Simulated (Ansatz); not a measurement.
# Quasiparticle gap of Li2MgGeS4 (stannite) (I-42m), part 2 of 2

How far does one-shot GW move the PBEsol gap of Li2MgGeS4 (stannite) (I-42m)?

Ansatz 0.2.0; PBEsol, then G0W0 on it, plane waves, PAW. Known limits of the many-body steps: finite bands, screening cutoff and k mesh; no spin-orbit coupling in G0W0.

So far. Step 3 (The PBEsol band structure): Over mesh and path the gap is 2.588 eV, from k = (0.000, 0.000, 0.500) to k = Γ. The least direct gap found is 2.594 eV, at k = (0.000, 0.000, 0.500). The relaxed cell has a = 5.436, c = 11.009 Å (conventional setting).

The structure was built from a prototype and need not be the compound's stable phase.

## (4) G0W0 on the 4×4×4 mesh

G0W0 replaces the xc potential by a self-energy built once from the orbitals of the start. Levels are corrected in the window of bands that the input names, at points of the mesh.

This step: G0W0 on PBEsol, plane waves, PAW.

input.yaml reads:

```yaml
crystal:
  lattice:
    - [-2.7180944902, 2.7180944902, 5.5042990216]
    - [2.7180944902, -2.7180944902, 5.5042990216]
    - [2.7180944902, 2.7180944902, -5.5042990216]
  atoms:
    - { symbol: Li, position: [0.75, 0.25, 0.5] }
    - { symbol: Li, position: [0.25, 0.75, 0.5] }
    - { symbol: Mg, position: [0.0, 0.0, 0.0] }
    - { symbol: Ge, position: [0.5, 0.5, 0.0] }
    - { symbol: S, position: [0.8533830743, 0.8533830743, 0.4617170967] }
    - { symbol: S, position: [0.1466169257, 0.6083340224, 0.0] }
    - { symbol: S, position: [0.6083340224, 0.1466169257, 0.0] }
    - { symbol: S, position: [0.3916659776, 0.3916659776, 0.5382829033] }
kpoints:
  mp_grid: { grid: [4, 4, 4] }
hamiltonian:
  xc: pbesol
scf:
  occupations: { method: fixed }
gw:
  n_empty_bands: 485
  ecut_chi: 120.0
  qp_bands: [v2, c2]
  qp_kpoints: band_edges
  screening: { model: contour_deformation }
```

Run with:

```bash
ansatz run input.yaml --threads 4 --pin off --max-ram 17510MiB --backend cpu --events-out ev --progress --plain --runs-dir out
```

Numbers of over 12 decimals in the logs are rounded to 6 here.

What it wrote:

```text
[...]
Crystal: 8 atoms, lattice volume = 162.664 Å³
Basis set: ecut = 420 eV, 3171 PW (Γ)
Bands: 35, of which v1, the nominal top of the filled ones, is band 27 counted from 1 (26 counted from 0)
Symmetry: 8 space group operations
[...]
k-points: 13 of 64 (time reversal used)
[...]
SCF iter   1: F=—  HF=-10119.441460 eV  |F-HF|=—  |Δ(HF+E_count)|=         —  Δρ=3.47e-3  dr2=3.10e-2  ethr=1.77e-3  ⟨swp⟩=5.0  Hψ=1682  notcnv=0  defer=71
[...]
SCF iter   7: F=-10119.429917 eV  HF=-10119.429917 eV  |F-HF|=4.99e-8  |Δ(HF+E_count)|=   1.24e-6  Δρ=4.29e-6  dr2=3.06e-8  ethr=1.85e-10  ⟨swp⟩=10.5  Hψ=2020  notcnv=0
SCF 1 converged in 7 iterations: F = -10119.429917 eV  dr2 = 3.06e-8
[...]
G₀W₀ screening: q 1/13
[... further progress lines ...]
[...]
SCF converged after 7 iterations
Free energy (F): -10119.429917 eV
[...]
Internal energy: -10119.429917 eV  (E = F + TS)
E sigma→0 (E₀):  -10119.429917 eV
Fermi energy:    3.322674 eV
[...]
--- Band table (eV; the first three rows and the last of 13) ---
  k-point 0: bands = [... 23 lower, 2.1825, 3.1107, 3.3106, 3.3106, 5.9111, 6.6084, 8.6706, 8.6706, ... 4 higher]
  k-point 1: bands = [... 23 lower, 2.4536, 2.6685, 2.7273, 3.2900, 6.3575, 8.0253, 8.4015, 8.9482, ... 4 higher]
  k-point 2: bands = [... 23 lower, 2.5527, 3.0364, 3.1084, 3.3227, 5.9164, 7.8906, 8.9310, 9.0856, ... 4 higher]
  k-point 12: bands = [... 23 lower, 2.4321, 2.4321, 2.8442, 2.8442, 6.1564, 6.9034, 6.9034, 7.5819, ... 4 higher]
--- G₀W₀: contour deformation, 6 samples at zero and on the imaginary axis and 2 off it, 64 q-points, 485 empty bands' worth ---
  eigenvalues of the whole cell's RPA ε∞ on this k-mesh (on a slab, of 1 + 4πα/V) = 4.3270, 4.3270, 4.3280; static W/v taken at q = 0 is 0.231091
  bands read: the sum over 512 bands ends inside a degenerate multiplet in 1 slot, whose members it reads at an even weight; the widest, k=8: bands 512 to 513 (counted from 1) at 1/2 each
  gw.qp_kpoints: band_edges: 13 of 13 stored k-points solved, in 1 pass; an edge of the gap read off the rows below is read off those points alone
    ik  band        ε_KS         Σx   Σc(E_QP)       V_xc       Z   E_QP_lin       E_QP  E_QP is
     0    26      3.3106   -18.2648     2.1047   -15.1779  0.7599     2.3134     2.3285  root
     0    27      3.3106   -18.2648     2.1047   -15.1779  0.7599     2.3134     2.3285  root
     0    28      5.9111    -9.1476    -3.6253   -13.4397  0.7938     6.5824     6.5778  root
     0    29      6.6084    -5.4889    -3.5871    -9.5502  0.8091     7.0850     7.0825  root
     1    26      2.7273   -17.7652     2.3988   -14.3116  0.7531     1.6520     1.6725  root
     1    27      3.2900   -18.2307     2.1896   -15.0397  0.7583     2.2724     2.2887  root
     1    28      6.3575    -9.2539    -3.7256   -13.7068  0.7884     7.0910     7.0848  root
     1    29      8.0253    -6.9247    -4.0038   -11.5689  0.7900     8.6721     8.6656  root
     2    26      3.1084   -18.1264     2.3694   -14.7234  0.7540     2.0557     2.0748  root
     2    27      3.3227   -18.0646     2.3109   -14.7181  0.7565     2.2690     2.2872  root
     2    28      5.9164    -9.1742    -3.5945   -13.4720  0.7917     6.6250     6.6197  root
     2    29      7.8906    -7.2406    -4.0782   -11.9946  0.7934     8.5731     8.5663  root
     3    26      3.0116   -17.9294     2.1764   -14.7531  0.7580     1.9950     2.0118  root
     3    27      3.1145   -18.0868     2.1438   -14.9525  0.7585     2.1081     2.1241  root
     3    28      6.5520    -9.9985    -3.7750   -14.5393  0.7830     7.3250     7.3178  root
     3    29      7.4376    -6.0038    -3.7767   -10.3025  0.8011     7.9631     7.9596  root
     4    26      2.8880   -17.8947     2.3651   -14.4952  0.7535     1.8338     1.8535  root
     4    27      3.0819   -17.8645     2.3401   -14.4818  0.7553     2.0202     2.0393  root
     4    28      6.4292    -9.7798    -3.7351   -14.2744  0.7848     7.1956     7.1887  root
     4    29      8.1450    -7.0564    -4.0207   -11.6976  0.7911     8.7715     8.7655  root
     5    26      2.7795   -17.6905     2.3319   -14.3237  0.7542     1.7252     1.7446  root
     5    27      2.8415   -17.7974     2.3108   -14.4549  0.7550     1.7906     1.8097  root
     5    28      6.9444   -10.3245    -3.9587   -15.1383  0.7767     7.8098     7.7994  root
     5    29      8.1702    -7.0030    -4.0117   -11.6413  0.7898     8.8031     8.7968  root
     6    26      2.9652   -18.0142     2.1761   -14.8395  0.7577     1.9499     1.9666  root
     6    27      3.1822   -18.0661     2.2540   -14.7954  0.7568     2.1481     2.1656  root
     6    28      6.3032    -9.1430    -3.6963   -13.5677  0.7890     7.0378     7.0316  root
     6    29      7.8851    -6.4084    -3.8945   -10.8869  0.7980     8.4736     8.4689  root
     7    26      3.1094   -18.1315     2.3698   -14.7281  0.7540     2.0567     2.0758  root
     7    27      3.3214   -18.0583     2.3104   -14.7123  0.7565     2.2679     2.2860  root
     7    28      6.0639    -9.6573    -3.5902   -13.9540  0.7882     6.7758     6.7704  root
     7    29      7.7505    -6.9669    -4.0085   -11.6223  0.7968     8.4032     8.3973  root
     8    26      3.0888   -17.9541     2.1825   -14.7727  0.7578     2.0733     2.0900  root
     8    27      3.0888   -17.9541     2.1825   -14.7727  0.7578     2.0733     2.0900  root
     8    28      6.2629    -9.7275    -3.6764   -14.1451  0.7853     7.0105     7.0041  root
     8    29      7.0175    -6.1005    -3.6585   -10.2628  0.8042     7.5243     7.5213  root
     9    26      2.7941   -17.5698     2.3301   -14.2092  0.7540     1.7442     1.7636  root
     9    27      3.0482   -17.9915     2.2130   -14.7710  0.7573     2.0236     2.0408  root
     9    28      6.4566    -9.1606    -3.7243   -13.6371  0.7866     7.2156     7.2088  root
     9    29      7.4464    -6.2691    -3.7645   -10.5886  0.8002     8.0052     8.0014  root
    10    26      2.6565   -17.8119     2.3345   -14.4503  0.7536     1.6101     1.6295  root
    10    27      2.9969   -17.9510     2.2987   -14.6198  0.7559     1.9459     1.9644  root
    10    28      6.8843   -10.0052    -3.9499   -14.8059  0.7789     7.7452     7.7352  root
    10    29      7.8970    -6.6061    -3.8813   -11.0603  0.7962     8.4744     8.4699  root
    11    26      2.7729   -17.5715     2.2845   -14.2650  0.7548     1.7321     1.7509  root
    11    27      3.0596   -17.8710     2.3424   -14.4919  0.7547     2.0039     2.0230  root
    11    28      6.4038    -9.4757    -3.6996   -13.9163  0.7861     7.1513     7.1447  root
    11    29      7.7396    -6.4719    -3.8791   -10.9333  0.7973     8.3264     8.3218  root
    12    26      2.8442   -17.6285     2.3215   -14.2794  0.7540     1.7971     1.8166  root
    12    27      2.8442   -17.6285     2.3215   -14.2794  0.7540     1.7971     1.8166  root
    12    28      6.1564    -9.0594    -3.6354   -13.4417  0.7882     6.9096     6.9033  root
    12    29      6.9034    -5.4225    -3.5359    -9.4173  0.8090     7.3645     7.3622  root
```

The job ended after 19 min (4 threads of Arm Neoverse N1, shared host; peak memory 3.5 GiB; 74 min of CPU time).

This step gave:

* bands summed: 512
* RPA ε∞ on this mesh (eigenvalues): 4.327, 4.327, 4.328
* plane waves in the screening matrix: 461
* q-points in the mesh: 64
* G0W0 gap over the corrected points: 4.249 eV
* k of the valence top: 0, 0, 0
* k of the conduction bottom: 0, 0, 0
* starting gap on the mesh: 2.588 eV
* Z at the valence top: 0.7599
* Z at the conduction bottom: 0.7938
* least direct G0W0 gap over the corrected points: 4.249 eV

Over all 13 irreducible mesh points the G0W0 gap is 4.249 eV, direct, at k = Γ. The PBEsol gap of this run on the mesh is 2.588 eV. Other states bound it: the two that bound the G0W0 gap lie 2.601 eV apart in PBEsol, so state for state the correction is 4.249 − 2.601 = +1.648 eV, while gap against gap it is 4.249 − 2.588 = +1.661 eV. The start of this run differs from the step before in mesh (6×6×6 and 4×4×4).

Labels follow the order of the start: v1 is the top filled band, c1 the lowest empty one; levels that stay degenerate share a row, the window can cut a multiplet, doubted levels are not marked in this list, bands outside the window were not corrected, and the list may be a part of the corrected levels. The levels before and after the correction (eV, zero at the valence-band top of each column):

```csv
,conduction bottom,valence top
Kohn-Sham,2.59,0.00
G0W0,4.25,0.00
```

```
             level  occupation  energy (eV)
Kohn-Sham  Γ v2-v1           2       -0.012
Kohn-Sham     Γ c1           0        2.588
Kohn-Sham     Γ c2           0        3.286
     G0W0  Γ v2-v1           2        0.000
     G0W0     Γ c1           0        4.249
     G0W0     Γ c2           0        4.754
```

The parts of the quasiparticle energy for the two states that bound the G0W0 gap, in eV on the run's own scale (QP = start + Σx + Σc − Vxc, with Σc at the quasiparticle energy):

```csv
edge,k,band,start,Σx,Σc,Vxc,Z,QP
valence top,Γ,26,3.311,−18.265,2.105,−15.178,0.760,2.329
conduction bottom,Γ,28,5.911,−9.148,−3.625,−13.440,0.794,6.578
```

## (5) Spin-orbit coupling in PBEsol

This run has two-component orbitals with spin-orbit coupling.

This step: DFT, PBEsol with spin-orbit coupling, plane waves, PAW.

input.yaml, the sections that differ from step 4:

```yaml
kpoints:
  mp_grid: { grid: [6, 6, 6] }
  band_path:
    path:
      - [0.0, 0.0, 0.0]
      - [0.0, 0.0, 0.5]
      - [0.25, 0.25, 0.25]
      - [0.0, 0.5, 0.0]
      - [0.5, 0.5, -0.5]
      - [0.3125, 0.6875, -0.3125]
      - [-0.3125, 0.3125, 0.3125]
      - [-0.125, 0.125, 0.5]
    npoints: 1
scf:
  occupations: { method: fixed }
  n_extra_bands: 12
magnetization:
  noncollinear: true
  spin_orbit: true
output:
  eigenvalues: true
  forces: true
  stress: true
# crystal, hamiltonian: as in step 4
# gw: removed
```

What it wrote:

```text
[...]
non-collinear run that drives no moment, with spin-orbit: no starting moment large enough to seed its density (crystal.atoms[].spin), no starting occupations that ask for one, no magnetisation constraint and no magnetic field, so the semilocal B_xc is pinned to zero
Crystal: 8 atoms, lattice volume = 162.664 Å³
Basis set: ecut = 420 eV, 3171 PW (Γ), exchange–correlation on 90×90×90 points (8 copies of the dense FFT grid, shifted against one another)
Bands: 66, of which v1, the nominal top of the filled ones, is band 54 counted from 1 (53 counted from 0)
Symmetry: 8 space group operations + 8 with time reversal
[...]
k-points: 30 of 216 (time reversal used)
Projection manifold: j_resolved (fully-relativistic pseudo-atomic orbitals)
[...]
SCF iter   1: F=—  HF=-10120.628652 eV  |F-HF|=—  |Δ(HF+E_count)|=         —  Δρ=4.38e-2  dr2=3.20e0  dr2_m=0.00e0 (ungated)  ethr=3.10e-3  |M|=0.00e0 ∫|m|=0.00e0 μB  |m|>n=0.0e0 m-floor=0.0e0 τ_xc=0.0e0  β_m=0.30  ⟨swp⟩=5.5  Hψ=8083  notcnv=0  defer=221
[...]
spin=Noncollinear: Resta preconditioning applied to the charge; magnetization (m_x, m_y, m_z) channels mix plain (no charge-response kernel on spin).
SCF iter   2: F=—  HF=-10120.040854 eV  |F-HF|=—  |Δ(HF+E_count)|=   5.88e-1  Δρ=3.07e-2  dr2=1.54e0  dr2_m=0.00e0 (ungated)  ethr=3.10e-3  |M|=0.00e0 ∫|m|=0.00e0 μB  |m|>n=0.0e0 m-floor=0.0e0 τ_xc=0.0e0  β_m=0.63  ⟨swp⟩=2.0  Hψ=2412  notcnv=0  defer=224
[...]
site 3: m = (+0.0000, +0.0000, +0.0000) μB, |m| = 0.0000 μB  (R = 0.92 Å)
  site 4: m = (+0.0000, +0.0000, +0.0000) μB, |m| = 0.0000 μB  (R = 0.92 Å)
  site 5: m = (+0.0000, +0.0000, +0.0000) μB, |m| = 0.0000 μB  (R = 0.92 Å)
  site 6: m = (+0.0000, +0.0000, +0.0000) μB, |m| = 0.0000 μB  (R = 0.92 Å)
  site 7: m = (+0.0000, +0.0000, +0.0000) μB, |m| = 0.0000 μB  (R = 0.92 Å)
Free energy (F): -10119.583815 eV
[...]
Internal energy: -10119.583815 eV  (E = F + TS)
E sigma→0 (E₀):  -10119.583815 eV
Fermi energy:    3.335610 eV
[...]
--- Forces (eV/Å), atoms counted from 1 ---
  atom   1  Li    -0.00000000    -0.00000000     0.00000000
  atom   2  Li    -0.00000000     0.00000000     0.00000000
  atom   3  Mg     0.00000000    -0.00000000    -0.00000000
  atom   4  Ge     0.00000000     0.00000000     0.00000000
  atom   5  S      0.00087898     0.00087898    -0.00184421
  atom   6  S      0.00087898    -0.00087898     0.00184421
  atom   7  S     -0.00087898     0.00087898     0.00184421
  atom   8  S     -0.00087898    -0.00087898    -0.00184421
  max |Σ_I F_I| component: 7.37e-18 eV/Å
--- Stress (GPa, compression-positive) ---
       -0.007348       0.000000       0.000000
        0.000000      -0.007348       0.000000
        0.000000       0.000000       0.019007
  P = ⅓ Tr σ = 0.0014 GPa (0.014 kbar)
--- Band table (eV; the first three rows and the last of 30) ---
  k-point 0: bands = [... 50 lower, 3.2938, 3.2938, 3.3356, 3.3356, 5.9114, 5.9114, 6.6073, 6.6073, ... 8 higher]
  k-point 1: bands = [... 50 lower, 2.9039, 2.9265, 3.3059, 3.3072, 6.2966, 6.2979, 7.3616, 7.3820, ... 8 higher]
  k-point 2: bands = [... 50 lower, 2.8861, 2.9134, 3.2678, 3.2679, 6.2662, 6.2740, 8.0944, 8.1242, ... 8 higher]
  k-point 29: bands = [... 50 lower, 2.8349, 2.8349, 2.8551, 2.8551, 6.1569, 6.1569, 6.8935, 6.8935, ... 8 higher]
[key lines of the parts left out:]
SCF converged after 9 iterations
Magnetization: |M| = 0.0000 μB,  M = (+0.0000, +0.0000, +0.0000) μB
```

The job ended after 58 s (4 threads; peak memory 1.4 GiB; 3.9 min of CPU time).

This step gave:

```yaml
pressure: 0.001437 GPa
gap: 2.576 eV
valence_top_at: Γ
conduction_bottom_at: Γ
least_direct_gap: 2.576 eV
```

Over mesh and listed points the gap is 2.576 eV, direct, at k = Γ. PBEsol+SOC against PBEsol: 2.576 − 2.588 = −0.012 eV. Mesh, set of files and cutoff are the same, but the valence top lies at another k point, so this need not be the shift of one pair of states. The spin-orbit run sees mesh and listed points alone, so its gap is an upper bound: the coupling can move an edge off these points, the more so as this crystal has no centre of inversion, and the change over the zone, its sign included where it is small, is not known.

## (6) The runs together

Each gap is the least one over the points named; times are wall times on shared hosts, not benchmarks. A G0W0 time includes the run's own self-consistent start. Runs with listed points see these and the mesh alone, so an edge that moves elsewhere is missed. Rows marked * are further runs, not shown as steps, whose inputs differ from the G0W0 step on the same start in the columns given; solver thresholds can differ too.

| level | mesh | files, cutoff | bands summed, screening | points | gap (eV) | valence top | conduction bottom | least direct gap (eV) | time |
| --- | --- | --- | --- | --- | --- | --- | --- | --- | --- |
| PBEsol | 6×6×6 | soft_2 PAW, 420 eV | - | mesh and path | 2.588 | (0.000, 0.000, 0.500) | Γ | 2.594 | 17 s |
| PBEsol+SOC | 6×6×6 | soft_2 PAW, 420 eV | - | mesh and listed points | 2.576 | Γ | Γ | 2.576 | 58 s |
| G0W0@PBEsol* | 4×4×4 | soft_2 PAW, 420 eV | 149, 48 eV | all 13 irreducible mesh points | 4.165 | Γ | Γ | 4.165 | 1.7 min |
| G0W0@PBEsol | 4×4×4 | soft_2 PAW, 420 eV | 512, 120 eV | all 13 irreducible mesh points | 4.249 | Γ | Γ | 4.249 | 19 min |

## (7) Summary of results

| Quantity | Value |
| --- | --- |
| PBEsol gap over mesh and path | 2.588 eV, from k = (0.000, 0.000, 0.500) to k = Γ |
| G0W0@PBEsol gap over all 13 irreducible mesh points | 4.249 eV, direct, at k = Γ |
| PBEsol+SOC gap over mesh and listed points | 2.576 eV |
| GW settings | 4×4×4 mesh, 485 empty bands, screening to 120 eV |
| known limits | finite bands, screening cutoff and k mesh; no spin-orbit coupling in G0W0 |

What this shows: Over all 13 irreducible mesh points the G0W0 gap is 4.249 eV, direct, at k = Γ. The PBEsol gap of this run on the mesh is 2.588 eV. Other states bound it: the two that bound the G0W0 gap lie 2.601 eV apart in PBEsol, so state for state the correction is 4.249 − 2.601 = +1.648 eV, while gap against gap it is 4.249 − 2.588 = +1.661 eV. The valence state moves by 2.329 − 3.311 = −0.982 eV and the conduction state by 6.578 − 5.911 = +0.667 eV, on the run's own scale; with 149 bands the edge states move by −0.524 and +1.040 eV, so the split between the edges depends on the bands and cutoff. Both edges that PBEsol shows over mesh and path lie at k points where levels were corrected. G0W0 has the valence top at another k point than that. Levels at other points were not corrected, so a lower G0W0 gap elsewhere in the zone is not ruled out. From 149 bands and 48 eV to 512 bands and 120 eV the gap moves by 4.249 − 4.165 = +0.084 eV; bands and screening cutoff rise together, so their parts are not told apart. Two runs can't test a law of convergence, so the limit is not known. PBEsol+SOC against PBEsol: 2.576 − 2.588 = −0.012 eV. Mesh, set of files and cutoff are the same, but the valence top lies at another k point, so this need not be the shift of one pair of states. The spin-orbit run sees mesh and listed points alone, so its gap is an upper bound: the coupling can move an edge off these points, the more so as this crystal has no centre of inversion, and the change over the zone, its sign included where it is small, is not known. What spin-orbit coupling does to the G0W0 levels was not computed, so no sum with the G0W0 gap is formed. The G0W0 runs are scalar-relativistic. No pair of G0W0 runs that differ in the mesh alone is shown (4×4×4 is a supercell whose nearest images lie 22 Å apart), so the error from the mesh is not known here. G0W0 is shown with one set of atomic data (soft_2 PAW), so the error from the files is not known here.

[Paths, hosts, dates, memory and timing lines, banners, echoed tables and standing remarks are left out of the program output.]

[Logs are printed without paths, hosts, clocks, repeated set-up lines and the standing remarks that a program may print on its own settings, such as how far it seeks lower states.]

[Runs of the session that timed out or met a known fault of the program may be left out.]

[Cells called generated may have been cut or substituted from an entry of the Crystallography Open Database or the Materials Project.]

[Hosts, paths, dates, database ids (printed as entryN), source tags and the programs' standing remarks are cut or masked in the printed files.]

[Where an RPA ε∞ is given, it is that of the G0W0 mesh and is not shown converged in it. Names of k-points follow the symmetry that the program found, which can be lower than the space group named. Band edges on a path are those of the sampled points; other points can move an edge, and change direct to indirect where valleys lie close.]

[Hybrid gaps are those of their k-mesh and are not shown converged in it.]
